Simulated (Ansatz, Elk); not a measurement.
# ZnCuTeCl: X-ray structure factors from the self-consistent density

The structure of ZnCuTeCl used here is made up (a known structure type with other elements) and was relaxed beforehand with PBE. The aim is the Fourier transform of its all-electron density, F(hkl), set beside the sum over free spherical atoms that refinements use.

Program: Elk 11.2.3 (patched build). Level of theory: DFT, PBE, all-electron APW+lo, Dirac cores, scalar-relativistic bands, static density, no spin. Results are calculated unless marked as measured.

The structure was built from a prototype and need not be the compound's stable phase.

### Step 1. Starting point

Symmetry: P4/nmm, No. 129, tetragonal system. Conventional cell: a = 4.272 Å, b = 4.272 Å, c = 9.447 Å, α = 90.00°, β = 90.00°, γ = 90.00°. Nearest to Te lie 4 Cu at 2.67 Å. Zn has 4 Cl at 2.59 Å nearest. Cu has 4 Te at 2.67 Å nearest. Nearest to Cl lie 4 Zn at 2.59 Å. Farther neighbours and most contacts between anions are not listed.

Coordinates:

```cif
data_structure
_symmetry_space_group_name_H-M 'P 1'
_symmetry_Int_Tables_number 1
_cell_length_a 4.2722
_cell_length_b 4.2722
_cell_length_c 9.4468
_cell_angle_alpha 90.000
_cell_angle_beta 90.000
_cell_angle_gamma 90.000
_cell_volume 172.42
loop_
_atom_site_label
_atom_site_type_symbol
_atom_site_fract_x
_atom_site_fract_y
_atom_site_fract_z
_atom_site_occupancy
Te1 Te 0.50000 0.00000 0.66979 1
Te2 Te 0.00000 0.50000 0.33021 1
Zn3 Zn 0.50000 0.00000 0.15596 1
Zn4 Zn 0.00000 0.50000 0.84404 1
Cu5 Cu 0.00000 0.00000 0.50000 1
Cu6 Cu 0.50000 0.50000 0.50000 1
Cl7 Cl 0.00000 0.00000 0.00000 1
Cl8 Cl 0.50000 0.50000 0.00000 1
```

### Step 2. Ground state and structure factors

An all-electron density is needed, since X-rays see the cores too. Task 0 finds the density and task 195 Fourier-transforms it; tshift is off so that phases refer to the origin typed.

elk.in reads:

```
tasks
  0
  195

xctype
  20

spinpol
  .false.

rgkmax
  7.0

gmaxvr
  14.0

lmaxo
  7

lmaxapw
  8

swidth
  0.002

tshift
  .false.

ramdisk
  .false.

hmaxvr
  5.5

maxscl
  120

epspot
  1e-06

sppath
  './'

avec
  8.07331510922 -0.00000000000 0.00000000000
  -0.00000000000 8.07331510922 0.00000000000
  0.00000000000 0.00000000000 17.85179971263

atoms
  4
  'Te.in'
  2
  0.5000000000 0.0000000000 0.6697918377   0.000000 0.000000 0.000000
  0.0000000000 0.5000000000 0.3302081623   0.000000 0.000000 0.000000
  'Zn.in'
  2
  0.5000000000 -0.0000000000 0.1559625869   0.000000 0.000000 0.000000
  -0.0000000000 0.5000000000 0.8440374131   0.000000 0.000000 0.000000
  'Cu.in'
  2
  0.0000000000 -0.0000000000 0.5000000000   0.000000 0.000000 0.000000
  0.5000000000 0.5000000000 0.5000000000   0.000000 0.000000 0.000000
  'Cl.in'
  2
  -0.0000000000 0.0000000000 0.0000000000   0.000000 0.000000 0.000000
  0.5000000000 0.5000000000 0.0000000000   0.000000 0.000000 0.000000

ngridk
  5 5 3
```

The run is started by

```bash
> OMP_NUM_THREADS=4 elk
```

Numbers of over 12 decimals in the logs are rounded to 6 here.

The program printed:

```text
┌─────────────────────────┐
│ Elk code version 11.2.3 │
└─────────────────────────┘

All units are atomic (Hartree, Bohr, etc.)

┌─────────────────────────────────────────────────┐
│ Ground-state run starting from atomic densities │
└─────────────────────────────────────────────────┘

Lattice vectors :
   8.073315109      -0.000000000       0.000000000
  -0.000000000       8.073315109       0.000000000
   0.000000000       0.000000000       17.85179971

Reciprocal lattice vectors :
  0.7782658328       0.000000000      -0.000000000
   0.000000000      0.7782658328      -0.000000000
  -0.000000000      -0.000000000      0.3519636904

Unit cell volume      :    1163.552043
Brillouin zone volume :   0.2131836001

Muffin-tin inner radius fraction :   0.1000000000E-01

Nuclei treated as point charges

Species : 1 (Te)
 parameters loaded from : Te.in
 name : tellurium
 nuclear charge    :   -52.00000000
 electronic charge :    52.00000000
 atomic mass :    232600.5708
 muffin-tin radius :    2.598950012
 number of radial points in muffin-tin :   1193
 inner part over the whole radius :   0.9993332906E-02
 number on inner part of muffin-tin    :    851
 approximate nuclear radius :   0.8944870508E-04
 number of mesh points to nuclear radius :    430
 atomic positions (lattice), magnetic fields (Cartesian) :
  1 :   0.50000000  0.00000000 -0.33020816    0.00000000  0.00000000  0.00000000
  2 :   0.00000000  0.50000000  0.33020816    0.00000000  0.00000000  0.00000000

Species : 2 (Zn)
 parameters loaded from : Zn.in
 name : zinc
 nuclear charge    :   -30.00000000
 electronic charge :    30.00000000
 atomic mass :    119233.3130
 muffin-tin radius :    2.400000000
 number of radial points in muffin-tin :    993
 inner part over the whole radius :   0.9843840322E-02
 number on inner part of muffin-tin    :    701
 approximate nuclear radius :   0.7484757725E-04
 number of mesh points to nuclear radius :    337
 atomic positions (lattice), magnetic fields (Cartesian) :
  1 :   0.50000000  0.00000000  0.15596259    0.00000000  0.00000000  0.00000000
  2 :   0.00000000  0.50000000 -0.15596259    0.00000000  0.00000000  0.00000000

Species : 3 (Cu)
 parameters loaded from : Cu.in
 name : copper
 nuclear charge    :   -29.00000000
 electronic charge :    29.00000000
 atomic mass :    115837.2717
 muffin-tin radius :    2.399030780
 number of radial points in muffin-tin :    993
 inner part over the whole radius :   0.9894261151E-02
 number on inner part of muffin-tin    :    701
 approximate nuclear radius :   0.7406004541E-04
 number of mesh points to nuclear radius :    336
 atomic positions (lattice), magnetic fields (Cartesian) :
  1 :   0.00000000  0.00000000  0.50000000    0.00000000  0.00000000  0.00000000
  2 :   0.50000000  0.50000000  0.50000000    0.00000000  0.00000000  0.00000000

Species : 4 (Cl)
 parameters loaded from : Cl.in
 name : chlorine
 nuclear charge    :   -17.00000000
 electronic charge :    17.00000000
 atomic mass :    64626.86550
 muffin-tin radius :    2.200000000
 number of radial points in muffin-tin :    793
 inner part over the whole radius :   0.9992010025E-02
 number on inner part of muffin-tin    :    555
 approximate nuclear radius :   0.6305718926E-04
 number of mesh points to nuclear radius :    253
 atomic positions (lattice), magnetic fields (Cartesian) :
  1 :   0.00000000  0.00000000  0.00000000    0.00000000  0.00000000  0.00000000
  2 :   0.50000000  0.50000000  0.00000000    0.00000000  0.00000000  0.00000000

Total number of atoms per unit cell :    8
Total muffin-tin volume :    467.7536023
 ratio of muffin-tin to unit cell volume :   0.4020048824

Spin treatment :
 spin-unpolarised

Number of Bravais lattice symmetries :   16
Number of crystal symmetries         :   16
Crystal has no inversion symmetry
Complex Hermitian eigensolver will be used

k-point grid :      5     5     3
k-point offset :    0.000000000       0.000000000       0.000000000
[...]
Density of states at Fermi energy :    90.96374246
 (states/Hartree/unit cell)

Estimated indirect band gap :   0.1632912893E-02
 from k-point 7 to k-point 6
Estimated direct band gap   :   0.3011342307E-02
 at k-point 7

Charges :
 core                        :    140.0000000
 valence                     :    116.0000000
 interstitial                :    11.82198158
 muffin-tins (core leakage)
  species : 1 (Te)
[...]
species : 2 (Zn)
[...]
species : 3 (Cu)
[...]
species : 4 (Cl)
[...]
total in muffin-tins        :    244.1780184
 total calculated charge     :    255.9981659
 total charge                :    256.0000000
 error                       :   0.1834064871E-02

RMS change in Kohn-Sham potential (target) :   0.3244515920     (  0.1000000000E-05)
Absolute change in total energy (target)   :   0.6114087567     (  0.1000000000E-03)

[... loops 3 to 17 left out ...]

┌──────────────────┐
│ Loop number : 18 │
└──────────────────┘

Energies :
 Fermi                       :     0.175540
 sum of occupied eigenvalues :     -12738.602617018
 electron kinetic            :      22328.085041201
 core electron kinetic       :      21158.267068862
 Coulomb                     :     -43059.868779829
 Coulomb potential           :     -34171.709419634
 nuclear-nuclear             :     -2281.0349760962
 electron-nuclear            :     -47437.184487059
 Hartree                     :      6658.3506833264
 Madelung                    :     -25974.014070012
 xc potential                :     -894.97823858607
 exchange                    :     -674.67237883006
 correlation                 :     -12.655335269477
 electron entropic           :    -0.10583338864795E-02
 total energy                :     -21419.112511061

Density of states at Fermi energy :    82.33318120
 (states/Hartree/unit cell)

Estimated indirect band gap :   0.2579074736E-03
 from k-point 6 to k-point 3
Estimated direct band gap   :   0.5325777573E-02
 at k-point 1

Charges :
 core                        :    140.0000000
 valence                     :    116.0000000
 interstitial                :    11.28388903
 muffin-tins (core leakage)
  species : 1 (Te)
[...]
species : 2 (Zn)
[...]
species : 3 (Cu)
[...]
species : 4 (Cl)
[...]
total in muffin-tins        :    244.7161110
 total calculated charge     :    255.9981121
 total charge                :    256.0000000
 error                       :   0.1887913150E-02

RMS change in Kohn-Sham potential (target) :   0.1041685261E-06 (  0.1000000000E-05)
Absolute change in total energy (target)   :   0.7199087850E-04 (  0.1000000000E-03)

Convergence targets achieved

┌──────────────────┐
│ Loop number : 19 │
└──────────────────┘

Energies :
 Fermi                       :     0.175540
 sum of occupied eigenvalues :     -12738.602619010
 electron kinetic            :      22328.085039560
 core electron kinetic       :      21158.267065937
 Coulomb                     :     -43059.868783342
 Coulomb potential           :     -34171.709419277
 nuclear-nuclear             :     -2281.0349760962
 electron-nuclear            :     -47437.184494136
 Hartree                     :      6658.3506868901
 Madelung                    :     -25974.014073704
 xc potential                :     -894.97823929214
 exchange                    :     -674.67237896518
 correlation                 :     -12.655335279298
 electron entropic           :    -0.10583340132175E-02
 total energy                :     -21419.112516361

Density of states at Fermi energy :    82.33319308
 (states/Hartree/unit cell)

Estimated indirect band gap :   0.2579017066E-03
 from k-point 6 to k-point 3
Estimated direct band gap   :   0.5325777695E-02
 at k-point 1

Charges :
 core                        :    140.0000000
 valence                     :    116.0000000
 interstitial                :    11.28388921
 muffin-tins (core leakage)
  species : 1 (Te)
[...]
species : 2 (Zn)
[...]
species : 3 (Cu)
[...]
atom 2                    :    28.10180923     (  0.1594402817E-03)
  species : 4 (Cl)
   atom 1                    :    15.68272828     (  0.1513872040E-04)
   atom 2                    :    15.68272828     (  0.1513872040E-04)
 total in muffin-tins        :    244.7161108
 total calculated charge     :    255.9981121
 total charge                :    256.0000000
 error                       :   0.1887913169E-02

┌──────────────────────────────┐
│ Self-consistent loop stopped │
└──────────────────────────────┘

Warning : core states of species 1 leak from the muffin-tin :   0.4006575779E-03

Warning : core states of species 3 leak from the muffin-tin :   0.1594402817E-03

Wrote STATE.OUT
```

Wall time 83 s (4 threads of Arm Neoverse V1, shared host); peak memory 0.32 GiB; 3.7 min of CPU time.

SFACRHO.OUT:

```text

h k l indices transformed by vhmat matrix:
   1.000000000       0.000000000       0.000000000    
   0.000000000       1.000000000       0.000000000    
   0.000000000       0.000000000       1.000000000    

      h      k      l  multipl.   |H|            Re(F)            Im(F)           |F|

      0      0      0      1   0.0000000       256.00000      0.70361443E-17   256.00000    
      0      0     -1      2  0.35196369      -40.262633     -0.50544633E-13   40.262633    
      0      0      2      2  0.70392738       11.943262      0.57507661E-14   11.943262    
     -1      0      0      4  0.77826583     -0.80737642E-14  0.34667991E-13  0.35595720E-13
      1      0     -1      4  0.85415230      0.28258175E-13  -36.712706       36.712706    
      0     -1     -1      4  0.85415230     -0.20184410E-13   36.712706       36.712706    
      0     -1      2      4   1.0493862      0.10495893E-12   122.58383       122.58383    
      0      1     -2      4   1.0493862      0.10495893E-12  -122.58383       122.58383    
      0      0     -3      2   1.0558911       15.323020      0.39343895E-13   15.323020    
     -1      1      0      4   1.1006341      -62.957351     -0.16907723E-14   62.957351    
      1      1      1      8   1.1555405      -8.7824663      0.22119740E-13   8.7824663    
     -1     -1      2      8   1.3064873       134.26313     -0.14351983E-12   134.26313    
      1      0     -3      4   1.3117178     -0.80737642E-14   14.670414       14.670414    
      1      0      3      4   1.3117178       0.0000000      -14.670414       14.670414    
      0      0     -4      2   1.4078548      0.14345797      0.14997544E-13  0.14345797    
      1     -1      3      8   1.5252217      -56.166196      0.10142212E-12   56.166196    
      0     -2      0      4   1.5565317       191.06015     -0.61447949E-13   191.06015    
      0     -2     -1      4   1.5958287      -34.261509     -0.47420059E-13   34.261509
```

Elk indexes on the primitive cell of elk.in and gives |H| = 4π sin θ/λ in inverse bohr. Below, one row stands for each form hkl of the conventional cell (m members, Friedel mates merged), F is for one primitive cell and the density is static (no thermal factor). Free-atom factors are Waasmaier and Kirfel's, and R is Σm||F|−|F'||/Σm|F|.

```
hkl  m  sin θ/λ (Å⁻¹)  abs F, DFT  neutral atoms   diff.  abs of complex diff.
001  2          0.053      40.263         40.231  +0.032                 0.032
002  2          0.106      11.943         11.852  +0.091                 0.091
100  4          0.117       0.000          0.000  +0.000                 0.000
101  8          0.128      36.713         36.382  +0.331                 0.331
102  8          0.158     122.584        122.774  -0.190                 0.190
003  2          0.159      15.323         14.359  +0.964                 0.964
110  4          0.166      62.957         62.963  -0.005                 0.005
111  8          0.174       8.783          9.693  -0.910                 0.910
112  8          0.197     134.263        134.706  -0.443                 0.443
103  8          0.197      14.670         14.692  -0.022                 0.022
004  2          0.212       0.143          0.307  -0.163                 0.163
113  8          0.229      56.166         56.699  -0.533                 0.533
200  4          0.234     191.060        191.944  -0.884                 0.884
201  8          0.240      34.261         34.838  -0.577                 0.577
```

### Step 3. The highest occupied states alone

An energy window below the Fermi level keeps the highest occupied states, to see at which angles they scatter; shallow core shells can lie inside it and anion s states outside. No new self-consistency is needed.

elk.in: that of step 2 with these lines changed.

```diff
@@ -1,3 +1,2 @@
 tasks
-  0
   195
@@ -40,2 +39,5 @@
 
+wsfac
+  -0.191950 0.475540
+
 sppath
```

The run is started by

```bash
> OMP_NUM_THREADS=4 elk
```

The program printed:

```text
┌─────────────────────────────────┐
│ Elk code version 11.2.3 started │
└─────────────────────────────────┘

Info(readinput): the functional depends on the density's gradient
 muffin-tin radial points multiplied by    2.00000
 (not where nrmtscf is given)

┌────────────────────┐
│ Current task : 195 │
└────────────────────┘
Info(checkmt): changed muffin-tin radius of species 1 (Te) from   2.6000 to   2.5990
Info(checkmt): changed muffin-tin radius of species 3 (Cu) from   2.4000 to   2.3990

Info(sfacrho): density structure factors written to SFACRHO.OUT

 Energy window :  -0.1919500000      0.4755400000

┌──────────────────┐
│ Elk code stopped │
└──────────────────┘
```

It took 32 s on 4 threads; peak memory 0.24 GiB.

States within 10 eV below the Fermi level hold 64.00 electrons; any levels below the window count with the cores. Their amplitudes can exceed the total, where window and core parts have opposite phase:

```csv
hkl,sin θ/λ (Å⁻¹),"abs F, window","abs F, all"
001,0.053,2.072,40.263
002,0.106,15.703,11.943
100,0.117,0.000,0.000
101,0.128,12.667,36.713
102,0.158,17.290,122.584
003,0.159,25.318,15.323
110,0.166,1.813,62.957
111,0.174,18.754,8.783
112,0.197,23.540,134.263
103,0.197,3.305,14.670
```

### Step 4. Another functional

The difference from free atoms is small, so it is set against the change that LDA (Perdew-Wang) makes.

elk.in: that of step 3 with these lines changed.

```diff
@@ -1,2 +1,3 @@
 tasks
+  0
   195
@@ -4,3 +5,3 @@
 xctype
-  20
+  3
 
@@ -39,5 +40,2 @@
 
-wsfac
-  -0.191950 0.475540
-
 sppath
```

The run is started by

```bash
> OMP_NUM_THREADS=4 elk
```

The program printed:

```text
┌─────────────────────────┐
│ Elk code version 11.2.3 │
└─────────────────────────┘

All units are atomic (Hartree, Bohr, etc.)

┌─────────────────────────────────────────────────┐
│ Ground-state run starting from atomic densities │
└─────────────────────────────────────────────────┘

Lattice vectors :
   8.073315109      -0.000000000       0.000000000
  -0.000000000       8.073315109       0.000000000
   0.000000000       0.000000000       17.85179971

Reciprocal lattice vectors :
  0.7782658328       0.000000000      -0.000000000
[...]
species : 4 (Cl)
   atom 1                    :    15.64476729     (  0.7636482849E-05)
   atom 2                    :    15.64476729     (  0.7636482849E-05)
 total in muffin-tins        :    244.7280456
 total calculated charge     :    255.9980928
 total charge                :    256.0000000
 error                       :   0.1907191635E-02

┌──────────────────────────────┐
│ Self-consistent loop stopped │
└──────────────────────────────┘

Warning : core states of species 1 leak from the muffin-tin :   0.4031956800E-03

Warning : core states of species 3 leak from the muffin-tin :   0.1639427733E-03

Wrote STATE.OUT
[key lines of the parts left out:]
total energy                :     -21394.829038045
```

The job ended after 56 s (4 threads; peak memory 0.24 GiB; 2.7 min of CPU time).

Against the first run R = 0.05 %; the largest change is -0.078 at 220.

### Step 5. Basis size

A smaller basis shows how fast F responds to it; the change is likely larger than the basis error of the first run, but doesn't show convergence.

elk.in: that of step 4 with these lines changed.

```diff
@@ -5,3 +5,3 @@
 xctype
-  3
+  20
 
@@ -11,3 +11,3 @@
 rgkmax
-  7.0
+  5.5
```

The run is started by

```bash
> OMP_NUM_THREADS=4 elk
```

The program printed:

```text
┌─────────────────────────┐
│ Elk code version 11.2.3 │
└─────────────────────────┘

All units are atomic (Hartree, Bohr, etc.)

┌─────────────────────────────────────────────────┐
│ Ground-state run starting from atomic densities │
└─────────────────────────────────────────────────┘

Lattice vectors :
   8.073315109      -0.000000000       0.000000000
  -0.000000000       8.073315109       0.000000000
   0.000000000       0.000000000       17.85179971

Reciprocal lattice vectors :
  0.7782658328       0.000000000      -0.000000000
[...]
species : 4 (Cl)
   atom 1                    :    15.62654714     (  0.1502839221E-04)
   atom 2                    :    15.62654714     (  0.1502839221E-04)
 total in muffin-tins        :    244.4165247
 total calculated charge     :    255.9983794
 total charge                :    256.0000000
 error                       :   0.1620606903E-02

┌──────────────────────────────┐
│ Self-consistent loop stopped │
└──────────────────────────────┘

Warning : core states of species 1 leak from the muffin-tin :   0.4016142691E-03

Warning : core states of species 3 leak from the muffin-tin :   0.1595995482E-03

Wrote STATE.OUT
[key lines of the parts left out:]
total energy                :     -21418.855955490
```

Wall time 63 s (4 threads); peak memory 0.3 GiB; 2.4 min of CPU time.

Against the first run R = 0.04 %; the largest change is +0.126 at 206.

### Step 6. Settings against the effect

```
              run  R against the first run (%)  R against neutral atoms, low angle (%)  wall time
    PBE, rgkmax 7                         0.00                                    0.69       83 s
LDA (Perdew-Wang)                         0.05                                    0.71       56 s
       rgkmax 5.5                         0.04                                    0.69       63 s
```

### Step 7. Outcome

```yaml
r_against_neutral_atoms_sin_theta_lambda_0p3_a_minus1: 0.69 %
r_against_neutral_atoms_0p3_to_0p64_a_minus1: 0.20 %
```

What this shows: Independent neutral atoms miss the calculated amplitudes by R = 0.69 % below 0.3 Å⁻¹ and 0.20 % from there to 0.64 Å⁻¹; by shells, 0.73 % below 0.15 Å⁻¹ (3 forms), 0.69 % 0.15 to 0.3 (18 forms), 0.23 % 0.3 to 0.45 (35 forms), 0.18 % above 0.45 (85 forms). Bonding, aspherical density and the tables' own atoms all enter these figures, and the runs don't part them. The largest change of an amplitude is +0.96 electrons, at 003. Weak lines can change much in proportion: 004 goes from 0.31 to 0.14. The window's part falls from 64.0 electrons at the origin to at most 10.52 between 0.45 and 0.64 Å⁻¹, where compact states inside the window still scatter. Below 0.3 Å⁻¹ the changes that finished (LDA (Perdew-Wang) and rgkmax 5.5) move F by R = 0.05 % at most, against the 0.69 % that separates it from free atoms. The k-mesh has no finished test. These runs have no spin, though d or f shells may be open. Part of the difference isn't bonding: the tables are fits to free atoms and ions calculated by other methods than this functional. Thermal motion, anomalous dispersion and extinction are left out.

[Logs are printed without paths, hosts, clocks, repeated set-up lines and the standing remarks that a program may print on its own settings, such as how far it seeks lower states.]

[Hosts, paths, dates, database ids (printed as entryN), source tags and the programs' standing remarks are cut or masked in the printed files.]
